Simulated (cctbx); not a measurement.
# YbGePd2: precision against data quality

Space group Pnma (no. 62), a = 7.2420 Å, b = 6.9910 Å, c = 5.4870 Å, α = 90.00°, β = 90.00°, γ = 90.00°.

```csv
atom,mult.,x,y,z,Ueq (Å²)
Yb1,4,0.9706,3/4,0.3521,0.0132
Pd1,8,0.1856,0.4414,0.0916,0.0168
Ge1,4,0.6196,3/4,0.6414,0.0217
```

This is a model crystal, built by substitution and not relaxed, with assumed displacement parameters.

Five simulated data sets (cctbx; Mo Kα, λ = 0.71073 Å; 1.5 % proportional error) differ in resolution or exposure (noise floor 15 counts in the first three, 8 in the last two). Each is refined with the right model, isotropic at 1.1 Å and anisotropic otherwise. How do the figures of merit and the uncertainties move?

| d min (Å) | top counts | ⟨I/σ⟩ (unmerged, absences included) | unique | param. (scale apart) | Rint | R1 | GooF | largest s.u. xyz (fractional) | s.u. U of Ge1 (Å²) | largest error (Å) |
| --- | --- | --- | --- | --- | --- | --- | --- | --- | --- | --- |
| 1.1 | 20000 | 24.4 | 116 | 10 | 0.018 | 0.0124 | 1.45 | 0.00030 | 0.0005 | 0.0022 |
| 0.84 | 20000 | 20.9 | 262 | 21 | 0.020 | 0.0096 | 0.94 | 0.00014 | 0.0004 | 0.0018 |
| 0.6 | 20000 | 14.3 | 701 | 21 | 0.026 | 0.0143 | 0.93 | 0.00011 | 0.0002 | 0.0010 |
| 0.75 | 300 | 1.5 | 365 | 21 | 0.308 | 0.0771 | 0.96 | 0.00200 | 0.0047 | 0.0126 |
| 0.75 | 3000 | 7.7 | 365 | 21 | 0.055 | 0.0245 | 0.95 | 0.00034 | 0.0008 | 0.0031 |

GooF reaches 1.45 where the model lacks something that the data hold (anisotropy at the isotropic level, for one). The s.u. of U for Ge1 goes 0.0005, 0.0004, 0.0002 Å² with resolution and 0.0047, 0.0008 Å² with exposure.

The 1.1 Å row also differs in its displacement model, so it isn't a clean test of resolution.

Hardware for the 0.6 Å refinement: 0.45 s on 1 thread of Arm Neoverse V2, on a shared host, peak memory 0.09 GiB.

[Logs are printed without paths, hosts, clocks, repeated set-up lines and the standing remarks that a program may print on its own settings, such as how far it seeks lower states.]
